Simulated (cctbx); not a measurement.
## Diagnosing a refinement

Cell a = 3.8760 Å, b = 3.8760 Å, c = 31.3730 Å, α = 90.00°, β = 90.00°, γ = 120.00°; space group P6_3mc (no. 186).

Simulated single-crystal data (cctbx): Mo Kα, λ = 0.71073 Å, to d = 0.77 Å, 95 % of the full sphere, strongest reflection 5000 counts, noise from counting, a 1.5 % proportional error and a noise floor of 8 counts (s.d.); no absorption.

An anisotropic refinement with weights 1/σ² prints:

```text
Rint 0.059, 455 unique reflections to 0.77 A
cycle     R1     wR2    GooF  max shift (A)
   1  0.2323  0.4119  11.913   0.04075
   3  0.1088  0.2313   6.690   0.00013
final R1 0.1088 wR2 0.2313 GooF 6.690  parameters 27  data/parameter 16.9
atom        x        y        z      Ueq    occ   su(xyz)  su(Uiso or U11)
Sn1    0.33333  0.66667  0.91690   0.0074  1.000  0.00017  0.0017
Zn1    0.00000  0.00000  0.18616  -0.0143  1.000  0.00027  0.0013  NPD
Zn2    0.66667  0.33333  0.06404   0.0113  1.000  0.00029  0.0030
Sn2    0.33333  0.66667  0.30618   0.0502  1.000  0.00028  0.0036
S1     0.33333  0.66667  0.04585   0.0121  1.000  0.00067  0.0068
S2     0.33333  0.66667  0.23348   0.0149  1.000  0.00068  0.0058
S3     0.66667  0.33333  0.14651   0.0250  1.000  0.00087  0.0082
S4     0.66667  0.33333  0.33718   0.0044  1.000  0.00060  0.0051
S5     0.33333  0.66667  0.44650   0.0039  1.000  0.00056  0.0053
difference map: max 10.18 min -4.61 rms 1.00
Q1    0.0000  0.0000  0.1844    2   10.21  0.05 A from Zn1
Q2    0.3333  0.6667  0.4177    2    3.94  0.90 A from S5
Q3    0.0000  0.0000  0.1144    2    3.62  2.25 A from Zn1
Q4    0.0000  0.0000  0.0758    2    3.27  2.27 A from Zn2
Q5    0.3333  0.6667  0.9135    2    3.10  0.11 A from Sn1
Q6    0.0000  0.0000  0.0222    2    3.05  2.36 A from S1
```

**Question.** Can this result stand? If not, what is the likely fault?

Mend it. The fault: elements exchanged: Sn2 is Zn and Zn1 is Sn. Against the right model at the same level, R1 goes from 0.0185 to 0.1088 and GooF from 0.94 to 6.69, U of Zn1 shrinks from 0.0114 to -0.0143 Å², U of Sn2 swells from 0.0150 to 0.0502 Å², the top difference peak, 10.2 e/Å³, lies on Zn1 and Zn1 goes non-positive-definite. Sn2 has 20 electrons too many and its U swells to shed them, as expected; Zn1 has 20 electrons too few and its U shrinks to make up, as expected.

The compound is Zn2Sn2S5. The right model at the same level gives:

```text
Rint 0.059, 455 unique reflections to 0.77 A
cycle     R1     wR2    GooF  max shift (A)
   1  0.0200  0.0351   1.016   0.00517
   2  0.0185  0.0326   0.942   0.00000
final R1 0.0185 wR2 0.0326 GooF 0.942  parameters 27  data/parameter 16.9
atom        x        y        z      Ueq    occ   su(xyz)  su(Uiso or U11)
Sn1    0.33333  0.66667  0.91680   0.0063  1.000  0.00002  0.0002
Sn2    0.00000  0.00000  0.18603   0.0114  1.000  0.00003  0.0002
Zn1    0.66667  0.33333  0.06388   0.0163  1.000  0.00004  0.0004
Zn2    0.33333  0.66667  0.30654   0.0150  1.000  0.00005  0.0004
S1     0.33333  0.66667  0.04438   0.0105  1.000  0.00009  0.0009
S2     0.33333  0.66667  0.23319   0.0114  1.000  0.00008  0.0008
S3     0.66667  0.33333  0.14675   0.0203  1.000  0.00011  0.0010
S4     0.66667  0.33333  0.33681   0.0083  1.000  0.00009  0.0008
S5     0.33333  0.66667  0.44730   0.0106  1.000  0.00009  0.0009
Flack x: -0.04(4)
Hooft y: 0.001(33)  Bijvoet pairs: 222
difference map: max 0.77 min -1.00 rms 0.14
Q1    0.3333  0.6667  0.1387    2    0.77  2.25 A from S3
Q2    0.3333  0.6667  0.1081    2    0.73  2.00 A from S1
Q3    0.0000  0.0000  0.0218    2    0.72  2.35 A from S1
Q4    0.3333  0.6667  0.9924    2    0.71  1.63 A from S1
Q5    0.2479  0.4958  0.3970    6    0.63  1.68 A from S5
Q6    0.0898  0.1797  0.2992    6    0.60  1.65 A from Zn2
```

The model was made for the exercise: a known structure type with other elements put in, its volume estimated, not relaxed; displacement parameters are assumed.

[Middle refinement cycles are left out of these outputs.]

[Logs are printed without paths, hosts, clocks, repeated set-up lines and the standing remarks that a program may print on its own settings, such as how far it seeks lower states.]
